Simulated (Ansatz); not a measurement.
# Li2CoSnS4: which shell does photoemission see at 21.2 and 100 eV? (r²SCAN)

The valence band of Li2CoSnS4 mixes several shells. Work out by hand which one leads the spectrum's area at each photon energy.

Filled states come from the projected DOS of Ansatz 0.2.0 (r²SCAN, plane waves); cross sections σ and asymmetry parameters β are those of free atoms in a Dirac–Hartree–Slater calculation. A shell's area is states × σ × angular factor, which is 1 − β·P₂(cos θ)/2 for unpolarised light, with θ = 90° from the beam and P₂ = -0.500.

**At 21.2 eV** (states counted from 11.1 eV below the zero; other shells add 3.2 to the products' sum of 75):

```
shell  filled states a cell  cross section (Mb an electron)      β  angular factor  product  share by hand (%)  share in the simulated spectrum (%)
Sn 4d                  0.06                               0   0.00            1.00        0                  0                                    0
Co 3d                 14.76                           0.697  -0.20            0.95     9.78                 13                                   13
 S 3s                  1.30                               0   0.00            1.00        0                  0                                    0
 S 3p                 39.29                            1.08   1.85            1.46       62                 83                                   83
```

**At 100 eV** (states counted from 23.5 eV below the zero; other shells add 0.24 to the products' sum of 29.5):

| shell | filled states a cell | cross section (Mb an electron) | β | angular factor | product | share by hand (%) | share in the simulated spectrum (%) |
| --- | --- | --- | --- | --- | --- | --- | --- |
| Sn 4d | 19.98 | 0.2 | 1.87 | 1.47 | 5.86 | 20 | 20 |
| Co 3d | 14.89 | 0.794 | 0.75 | 1.19 | 14 | 48 | 48 |
| S 3s | 13.91 | 0.117 | 2.00 | 1.50 | 2.43 | 8 | 8 |
| S 3p | 39.52 | 0.128 | 1.47 | 1.37 | 6.91 | 23 | 23 |

S 3p leads at 21.2 eV and Co 3d at 100 eV. Between the two energies σ of S 3p changes by a factor 0.12 and that of Co 3d by 1.1, so their ratio moves 9.6-fold in favour of the second. The simulated spectrum uses the same rule on the energy-resolved DOS, so the two share columns agree within a few points.

Only crystals where the two columns agree within 4 points and the lead is clear are worked in this form. Free-atom cross sections ignore the solid's final states, no escape depth or background enters, and the count of states a shell hangs on the projection.

[Logs are printed without paths, hosts, clocks, repeated set-up lines and the standing remarks that a program may print on its own settings, such as how far it seeks lower states.]
